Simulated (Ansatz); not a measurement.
**YSb (model cell, started as wurtzite): phonons and vibrational spectra**

The cell of YSb (model cell, started as wurtzite) is at rest. What are its phonons? After the zone centre comes a 2×2×1 q mesh on a 10×10×6 k mesh.

Main program and level: Ansatz 0.2.0; DFT PBEsol, scalar-relativistic, plane waves, PAW.

The structure was built from a prototype and need not be the compound's stable phase.

## Step 1: The structure

The structure is hexagonal, space group P6_3/mmc (No. 194). Conventional cell: a = 5.215 Å, b = 5.215 Å, c = 6.044 Å, α = 90.00°, β = 90.00°, γ = 120.00°. Nearest to Y lie 5 Sb at 3.01 to 3.02 Å. Nearest to Sb lie 5 Y at 3.01 to 3.02 Å. Farther neighbours are not listed.

## Step 2: Linear response at the zone centre

The cell comes from relaxations at this level that are not shown. The zone centre comes first: it holds the modes that light can see, as far as symmetry allows. No field response is asked, since the mesh shows no gap.

input.yaml reads:

```yaml
crystal:
  lattice:
    - [5.2154326923, 3.1137e-06, 0.0]
    - [-2.6077190427, 4.5166956464, 0.0]
    - [0.0, 0.0, 6.0441114428]
  atoms:
    - { symbol: "Y", position: [0.3333333333, 0.6666666667, -0.0625] }
    - { symbol: "Y", position: [0.6666666667, 0.3333333333, 0.4375] }
    - { symbol: Sb, position: [0.3333333333, 0.6666666667, 0.4375] }
    - { symbol: Sb, position: [0.6666666667, 0.3333333333, 0.9375] }
kpoints:
  mp_grid: { grid: [10, 10, 6] }
hamiltonian:
  xc: pbesol
scf:
  occupations: { method: methfessel_paxton, width: 0.15 }
output:
  eigenvalues: true
phonons:
  method: dfpt
```

Launch:

```bash
$ ansatz run input.yaml --threads 4 --pin off --max-ram 7168MiB --backend cpu --events-out ev --progress --plain --runs-dir out
```

Numbers of over 12 decimals in the logs are rounded to 6 here.

Log:

```text
Engine: ansatz 0.2.0, x86_64-unknown-linux-gnu
Pseudopotentials: kind: paw
Pseudopotential: Y, paw, valence charge 11, recommended cutoff 420 eV (normal), Y.paw.azcp
Pseudopotential: Sb, paw, valence charge 15, recommended cutoff 420 eV (normal), Sb.paw.azcp
Functional definition: PBEsol
  exchange = pbesol_x
  correlation = pbesol_c
Crystal: 4 atoms, lattice volume = 142.378 Å³
Basis set: ecut = 420 eV, 2763 PW (Γ), exchange–correlation on 72×72×96 points (8 copies of the dense FFT grid, shifted against one another)
Bands: 32, of which v1, the nominal top of the filled ones, is band 26 counted from 1 (25 counted from 0)
Symmetry: 24 space group operations
k-points: 172 of 600 (irreducible under 2 space group operations, time reversal used)
Non-local potential: Y, projectors of the file, l = 0: 3, l = 1: 2, l = 2: 2, l = 3: 1
Non-local potential: Sb, projectors of the file, l = 0: 2, l = 1: 2, l = 2: 2, l = 3: 2
PAW form: soft (Blöchl's): semilocal exchange-correlation on the pseudo side does not see the compensation charge
PAW frozen core: Y, regenerated for the run's functional, and the local potential with it (the file was generated under x = pbe(κ = 0.804, μ = 0.219515), c = pbe(β = 0.066725))
PAW frozen core: Sb, regenerated for the run's functional, and the local potential with it (the file was generated under x = pbe(κ = 0.804, μ = 0.219515), c = pbe(β = 0.066725))
PAW one-centre angular grid: Y, 590 points (default); XC on 64 Gauss nodes
PAW one-centre angular grid: Sb, 590 points (default); XC on 64 Gauss nodes
Initial density: superposition of atomic densities (neutral atoms: chi_scale 0, normalization atom), corrected by the library's trained network
Initial wavefunctions: pseudopotential atomic-orbital guess
Functional: x = pbesol(κ = 0.804, μ = 0.123457), c = pbesol(β = 0.046)
SCF iter   1: F=—  HF=-20409.977478 eV  |F-HF|=—  |Δ(HF+E_count)|=         —  Δρ=2.77e-3  dr2=1.07e-2  ethr=1.77e-3  ⟨swp⟩=6.0  Hψ=22206  notcnv=0
preconditioner: auto → Resta (q_TF=auto, 2.307 Å⁻¹)  ε∞=5.7  [insulator: Δε(μ)=0.107 eV  Ē_g=5.756 eV  σ=0.150 eV  W_gap=0.56  n_scr=22 (ndim 8)  ℏωp=12.4 eV  f_vac=0.094  D(μ)=0.25/eV (n_scr^D=0)  ε∞_Penn≈5.7]
SCF iter   2: F=—  HF=-20409.977541 eV  |F-HF|=—  |Δ(HF+E_count)|=   6.28e-5  S|Δr|=    0.00e0  Δρ=1.45e-3  dr2=3.89e-3  ethr=2.06e-5  ⟨swp⟩=2.8  Hψ=11409  notcnv=0
SCF iter   3: F=—  HF=-20409.977834 eV  |F-HF|=—  |Δ(HF+E_count)|=   2.94e-4  S|Δr|=    0.00e0  Δρ=2.92e-4  dr2=2.76e-4  ethr=7.48e-6  ⟨swp⟩=2.0  Hψ=6663  notcnv=0
SCF iter   4: F=—  HF=-20409.977979 eV  |F-HF|=—  |Δ(HF+E_count)|=   1.44e-4  S|Δr|=    0.00e0  Δρ=9.53e-5  dr2=3.50e-5  ethr=5.31e-7  ⟨swp⟩=2.0  Hψ=6361  notcnv=0
SCF iter   5: F=—  HF=-20409.978007 eV  |F-HF|=—  |Δ(HF+E_count)|=   2.79e-5  S|Δr|=    0.00e0  Δρ=3.84e-5  dr2=3.93e-6  ethr=6.73e-8  ⟨swp⟩=2.0  Hψ=6665  notcnv=0
SCF iter   6: F=—  HF=-20409.978008 eV  |F-HF|=—  |Δ(HF+E_count)|=   1.54e-6  S|Δr|=    0.00e0  Δρ=9.21e-6  dr2=1.57e-7  ethr=7.56e-9  ⟨swp⟩=2.5  Hψ=9219  notcnv=0
SCF iter   7: F=—  HF=-20409.978008 eV  |F-HF|=—  |Δ(HF+E_count)|=   1.70e-7  S|Δr|=    0.00e0  Δρ=1.64e-6  dr2=4.24e-9  ethr=3.01e-10  ⟨swp⟩=2.0  Hψ=6610  notcnv=0
SCF iter   8: F=—  HF=-20409.978008 eV  |F-HF|=—  |Δ(HF+E_count)|=   5.77e-9  S|Δr|=    0.00e0  Δρ=3.67e-7  dr2=2.29e-10  ethr=8.15e-12  ⟨swp⟩=3.0  Hψ=9382  notcnv=0
SCF iter   9: F=—  HF=-20409.978008 eV  |F-HF|=—  |Δ(HF+E_count)|=  3.24e-10  S|Δr|=    0.00e0  Δρ=8.68e-8  dr2=1.32e-11  ethr=1.00e-12  ⟨swp⟩=2.0  Hψ=6350  notcnv=0
SCF iter  10: F=-20409.978008 eV  HF=-20409.978008 eV  |F-HF|=7.28e-12  |Δ(HF+E_count)|=  2.55e-11  S|Δr|=    0.00e0  Δρ=1.71e-8  dr2=3.99e-13  ethr=1.00e-12  ⟨swp⟩=10.2  Hψ=23993  notcnv=0
SCF 1 converged in 10 iterations: F = -20409.978008 eV  dr2 = 3.99e-13
  greatest PAW one-centre occupation: 0.996 electrons in one spin orbital (limit 2), on the Sb atom at site 3 (counted from 0), in its partial waves of l = 2
DFPT response loops at Γ: preconditioner auto → Kerker (q_TF=auto, 2.307 Å⁻¹) (partly filled bands, converged f_vac=0.085); β = 1.00, the filter's whole step (`scf.mixing.beta` (0.50) is not read by the response loops under this deck's `scf.mixing.preconditioner`; to damp them name `kerker` or `kerker_dos`, under which they read `scf.mixing.beta`, and type it under 1.00, their step now; both keys bind the ground state too); Broyden in place of MSR1
SCF converged after 10 iterations
Stability not checked: this state was not tested for a lower state beside it, because cold or Methfessel-Paxton smearing, or corrected tetrahedra, fill the levels in a way that the test cannot read (fill_not_monotonic; see scf.lower_state_search)
Free energy (F): -20409.978008 eV
Harris-Foulkes:  -20409.978008 eV  (|F-HF|=7.28e-12)
Internal energy: -20409.978253 eV  (E = F + TS)
E sigma→0 (E₀):  -20409.978069 eV
Entropy (-TS):   0.000245 eV (0.061 meV/atom)
Fermi energy:    7.652068 eV
--- Per-component energies (eV) ---
  E_band       = -664.302266
  E_kinetic    = 1027.843880
  E_local      = -5307.763278  (includes V_loc(G=0)·N_el)
  E_nonlocal   = 833.318416
  E_hartree    = 2238.666766
  E_xc         = -619.586665
  E_vxc        = -591.304218  (∫ρ·V_xc dr)
  E_paw        = -14549.559147  (= ΣΔE_a)
  E_vpaw       = -1103.730585  (= ΣTr[D̂ρ^β])
  E_aug_tail   = 0.000001  (compensation charges beyond the density's cutoff)
  E_ewald      = -4033.859485
  E_core_change = 0.961260  (= ΣΔE_core)
  E_smearing   = 0.000245  (= −TS)
  E_closure    = -0.000000  (closes the sum)
  Σ components = -20409.978008   (vs F -20409.978008, Δ=0.00e0)
--- Band table (eV; the first three rows and the last of 172) ---
  k-point 0: bands = [... 22 lower, 5.6216, 6.0639, 6.0639, 8.4131, 8.4870, 8.4870, 9.0910, 10.3264, ... 2 higher]
  k-point 1: bands = [... 22 lower, 5.6032, 5.9576, 5.9576, 7.3200, 8.7425, 8.7425, 9.3294, 10.4334, ... 2 higher]
  k-point 2: bands = [... 22 lower, 5.5825, 5.7619, 5.7619, 6.0113, 9.3540, 9.3540, 9.6549, 10.5074, ... 2 higher]
  k-point 171: bands = [... 22 lower, 5.5784, 6.0040, 6.5126, 6.6983, 8.3821, 8.5956, 9.6178, 9.8226, ... 2 higher]
--- Phonons (Γ-DFPT): 4 representative perturbations + reference, on 172 of 600 k-points (Σ response iterations 12) ---
  k mesh reduced under 2 symmetry operations, with k and −k counted as one. Each operation leaves every solved perturbation unchanged. A smaller set is not used because it would not reduce the number of displacements times k-points to solve
  ASR residual: 6.497e-5 → 0.000e0 eV/Å²; symmetrization residual: 1.133e-4 eV/Å²
  ASR residual per site (eV/Å²): 4.73e-5 4.73e-5 6.50e-5 6.50e-5
  Γ frequencies (cm⁻¹): 0.00 0.00 0.00 68.11 68.11 76.94 156.80 163.94 163.94 167.80 167.80 182.16
  non-analytic LO–TO correction: not included (Born effective charges unavailable; polar crystals: no LO–TO splitting at Γ)
```

Elapsed: 59 s, on 4 threads of Intel Xeon 6975P-C (Granite Rapids), shared host; peak memory 2.6 GiB.

This step gave:

```
volume per atom                                         : 35.59 Å³
gap on the k-mesh                                       : 0 eV
sum-rule residual before enforcement                    : 6.50e-5 eV/Å²
point group                                             : 6/mmm
highest optical mode at the zone centre (no LO-TO term) : 182.2 cm⁻¹
lowest optical zone-centre mode                         : 68.11 cm⁻¹
```

Patterns of degenerate modes are one choice out of their space. The modes at Γ (shares of kinetic energy by element, %):

```tsv
mode	frequency (cm⁻¹)	symmetry	Y %	Sb %
1	0.0	acoustic	42	58
2	0.0	acoustic	42	58
3	0.0	acoustic	42	58
4	68.1	E2g	39	61
5	68.1	E2g	39	61
6	76.9	B1g	44	56
7	156.8	A2u	58	42
8	163.9	E2g	61	39
9	163.9	E2g	61	39
10	167.8	E1u	58	42
11	167.8	E1u	58	42
12	182.2	B1g	56	44
```

Displacements in mode 4 (68.1 cm⁻¹), the largest set to 1:
```
Y1   0.00 -0.93  0.00
Y2   0.00  0.93  0.00
Sb3  0.00  1.00  0.00
Sb4  0.00 -1.00  0.00
```

Displacements in mode 8 (163.9 cm⁻¹), the largest set to 1:
```
Y1   0.00  1.00  0.00
Y2   0.00 -1.00  0.00
Sb3  0.00  0.68  0.00
Sb4  0.00 -0.68  0.00
```

Before it was imposed, the acoustic sum rule was missed by 6.5e-5 eV/Å². Small misses are needed for a sound result but don't prove that mesh and cutoff are converged. The lowest optical mode is real, 68.1 cm⁻¹.

## Step 3: Phonons on a q mesh

The mesh has a single point along some directions, so zone-edge points there are not solved. Linear response on a 2×2×1 q mesh gives force constants as far as a supercell of that size would.

Changes to input.yaml since step 2:

```diff
@@ -20 +20,9 @@
   method: dfpt
+  qmesh: [2, 2, 1]
+  temperatures: { t_max: 1000, t_step: 50 }
+  qpath:
+    path:
+      - [[0.0, 0.0, 0.0], [0.5, 0.0, 0.0], [0.33333333, 0.33333333, 0.0], [0.0, 0.0, 0.0], [0.0, 0.0, 0.5], [0.5, 0.0, 0.5], [0.33333333, 0.33333333, 0.5], [0.0, 0.0, 0.5]]
+      - [[0.5, 0.0, 0.5], [0.5, 0.0, 0.0]]
+      - [[0.33333333, 0.33333333, 0.5], [0.33333333, 0.33333333, 0.0]]
+    npoints: 10
```

Log:

```text
[...]
Crystal: 4 atoms, lattice volume = 142.378 Å³
Basis set: ecut = 420 eV, 2763 PW (Γ), exchange–correlation on 72×72×96 points (8 copies of the dense FFT grid, shifted against one another)
Bands: 32, of which v1, the nominal top of the filled ones, is band 26 counted from 1 (25 counted from 0)
[... 1 set-up line as in the run before ...]
k-points: 56 of 600
[...]
SCF iter   1: F=—  HF=-20409.977547 eV  |F-HF|=—  |Δ(HF+E_count)|=         —  Δρ=2.77e-3  dr2=1.07e-2  ethr=1.77e-3  ⟨swp⟩=6.0  Hψ=7229  notcnv=0
[...]
SCF iter  10: F=-20409.978008 eV  HF=-20409.978008 eV  |F-HF|=7.28e-12  |Δ(HF+E_count)|=  1.46e-11  S|Δr|=    0.00e0  Δρ=1.66e-8  dr2=3.75e-13  ethr=1.00e-12  ⟨swp⟩=10.0  Hψ=7759  notcnv=0
SCF 1 converged in 10 iterations: F = -20409.978008 eV  dr2 = 3.75e-13
[...]
phonons: the bands overlap, so this run is a metal and interpolates without the dipole-dipole term. If the crystal is really an insulator or semiconductor, its LO-TO splitting is missing
NSCF: frozen V_eff on 56 k-points
[...]
DFPT response loops at q = (0, 0, 0) (fractional): preconditioner auto → Kerker (q_TF=auto, 2.307 Å⁻¹) (partly filled bands, converged f_vac=0.085); β = 1.00, the filter's whole step (`scf.mixing.beta` (0.50) is not read by the response loops under this deck's `scf.mixing.preconditioner`; to damp them name `kerker` or `kerker_dos`, under which they read `scf.mixing.beta`, and type it under 1.00, their step now; both keys bind the ground state too); Broyden in place of MSR1
[...]
SCF converged after 10 iterations
[...]
Free energy (F): -20409.978008 eV
[...]
Internal energy: -20409.978253 eV  (E = F + TS)
E sigma→0 (E₀):  -20409.978069 eV
Entropy (-TS):   0.000245 eV (0.061 meV/atom)
Fermi energy:    7.652068 eV
[...]
--- Band table (eV; the first three rows and the last of 56) ---
  k-point 0: bands = [... 22 lower, 5.6216, 6.0639, 6.0639, 8.4131, 8.4870, 8.4870, 9.0910, 10.3264, ... 2 higher]
  k-point 1: bands = [... 22 lower, 5.6032, 5.9576, 5.9576, 7.3200, 8.7425, 8.7425, 9.3294, 10.4334, ... 2 higher]
  k-point 2: bands = [... 22 lower, 5.5825, 5.7619, 5.7619, 6.0113, 9.3540, 9.3540, 9.6549, 10.5074, ... 2 higher]
  k-point 55: bands = [... 22 lower, 5.6525, 5.6525, 6.3386, 6.3386, 8.7970, 8.7970, 10.2026, 10.2026, ... 2 higher]
--- Phonons (Γ-DFPT): 4 representative perturbations + reference (Σ response iterations 12) ---
  ASR residual: 5.704e-5 → 0.000e0 eV/Å²; symmetrization residual: 2.527e-5 eV/Å²
  ASR residual per site (eV/Å²): 4.01e-5 4.01e-5 5.70e-5 5.70e-5
[...]
--- Phonons (arbitrary-q DFPT): 2 irreducible q on the 2×2×1 mesh ---
  q = [0.0000, 0.0000, 0.0000] (star 1, of the zone-centre solve; hermiticity 7.99e-6, symmetrization 3.44e-7): -0.00 -0.00 0.00 68.11 68.11 76.94 156.80 163.94 163.94 167.80 167.80 182.16
  q = [0.0000, -0.5000, 0.0000] (star 3, 6 solved perturbations in 1080 linear systems a pass and spin channel, the states on 208 of 600 k-point pairs; hermiticity 3.11e-5, symmetrization 2.06e-5): 9.97 49.12 65.89 69.04 101.40 120.93 147.71 163.50 164.28 165.76 179.63 180.04
  sum rule: each row above includes the acoustic sum rule's correction from the zone centre's row sums; it moved no ω² by more than (0.36 cm⁻¹)²
  mesh force constants: q→R imaginary residual 1.33e-17; ASR residual 5.704e-5 → 0.000e0 eV/Å²; symmetrization residual 7.994e-15 eV/Å²
  interpolated dispersion: 93 rows × 12 modes
  density of states and harmonic sums: on the 14×14×10 q-mesh, interpolated from the force constants of a 2×2×1 supercell (no non-analytic term)
  largest difference from the sums on the solved wave vectors: F 7.41e-2 eV, S 1.39e-4 and C_V 6.45e-5 eV/K
  zero-point energy: 0.088916 eV/cell   skipped modes (ω ≤ 0): 3   left out of the sums: 1.28e-4 of the cell's modes: C_V's classical limit lies that fraction below 3 k_B per atom; for a crystal, a wire or a layer, F and S can be off by more, and a phonons.interpolated_qmesh denser along its periods is the remedy for the sampling
```

Elapsed: 2.1 min, on 4 threads; peak memory 2.4 GiB.

This step gave:

* sum-rule residual before enforcement: 5.70e-5 eV/Å²
* lowest mode on the q mesh (acoustic modes at Γ apart): 9.97 cm⁻¹
* highest frequency at a solved wavevector (no LO-TO term at Γ): 182.2 cm⁻¹

Frequencies (cm⁻¹) solved at each irreducible wavevector; negative means imaginary. Frequencies by wavevector, by row:

```tsv
q in reciprocal lattice units	star	mode 1	mode 2	mode 3	mode 4	mode 10	mode 11	mode 12
0 0 0	1	0	0	0	68.1	167.8	167.8	182.2
0 -0.5 0	3	10	49.1	65.9	69	165.8	179.6	180
```

Symmetry leaves 2 wavevectors to solve. The lowest mode among them, the acoustic zeros apart, lies at q = (0, -0.5, 0) and is real, 10.0 cm⁻¹.

## Step 4: Another isotope

An isotope changes the mass and not the force constants, so no new electronic calculation is needed; the shifts show which modes move this element.

The same force constants with the mass of Sb changed from 121.760 to 122.904 u (phonopy, no LO-TO term). Both lists are sorted by frequency; levels can cross, so a row need not hold one and the same mode. Modes under 3 cm⁻¹ are left out. Isotope shifts, by row:

```tsv
q	rank	natural mass (cm⁻¹)	changed mass (cm⁻¹)
0 0 0	4	68.11	67.92
0 0 0	5	68.11	67.92
0 0 0	6	76.94	76.73
0 0 0	7	156.8	156.5
0 0 0	8	163.9	163.6
0 0 0	9	163.9	163.6
0 0 0	10	167.8	167.5
0 0 0	11	167.8	167.5
0 0 0	12	182.2	181.8
0 -0.5 0	1	9.97	9.94
0 -0.5 0	2	49.12	48.99
0 -0.5 0	3	65.89	65.71
0 -0.5 0	4	69.04	68.83
0 -0.5 0	5	101.4	101
0 -0.5 0	6	120.9	120.4
0 -0.5 0	7	147.7	147.7
0 -0.5 0	8	163.5	163.2
0 -0.5 0	9	164.3	164.1
0 -0.5 0	10	165.8	165.5
0 -0.5 0	11	179.6	179.3
0 -0.5 0	12	180	179.7
```

A mode of this element alone would shift by -0.47 %. The highest zone-centre frequency without the field goes from 182.2 to 181.8 cm⁻¹ (-0.2 %). The product of the frequency ratios over all optical modes at Γ is 0.980; the product rule, (m/m′)^(3k/2) (M′/M)^(3/2) with k = 2 such atoms and M the mass of the cell, gives 0.980.

## Step 5: Outcome

```yaml
space_group_within_0p01_a: P6_3/mmc
volume_per_atom: 35.6 Å³
electronic_character: no gap on this mesh
highest_optical_mode_at_the_zone_centre_no_lo_to_term: 182 cm⁻¹
lowest_optical_zone_centre_mode: 68.1 cm⁻¹
lowest_mode_on_the_q_mesh_acoustic_modes_at_gamma_apart: 10.0 cm⁻¹
imaginary_modes_on_the_2x2x1_q_mesh: none
```

What this shows: The structure is a minimum as far as tested: no mode is imaginary at the 2 irreducible wavevectors of the 2×2×1 mesh, and the softest away from the acoustic zeros lies at 10 cm⁻¹. The optical modes at Γ span 68 to 182 cm⁻¹. The q mesh is too sparse to interpolate, so only the solved wavevectors are given. The relaxed cell left the space group of the starting entry, even within 0.1 Å, so it may not be the phase that the entry, or a measurement on it, describes. With no gap, or one that is small against the smearing, the frequencies hang on the k mesh and the smearing, most of all near Kohn anomalies. Spin-orbit coupling is left out, which can matter for the heavy elements here. The starting cell was built on a prototype and not taken from a measurement, so the phase need not exist. These are harmonic frequencies at zero temperature: anharmonic shifts, linewidths and thermal expansion are left out.

[Logs are printed without paths, hosts, clocks, repeated set-up lines and the standing remarks that a program may print on its own settings, such as how far it seeks lower states.]

[Hosts, paths, dates, database ids (printed as entryN), source tags and the programs' standing remarks are cut or masked in the printed files.]
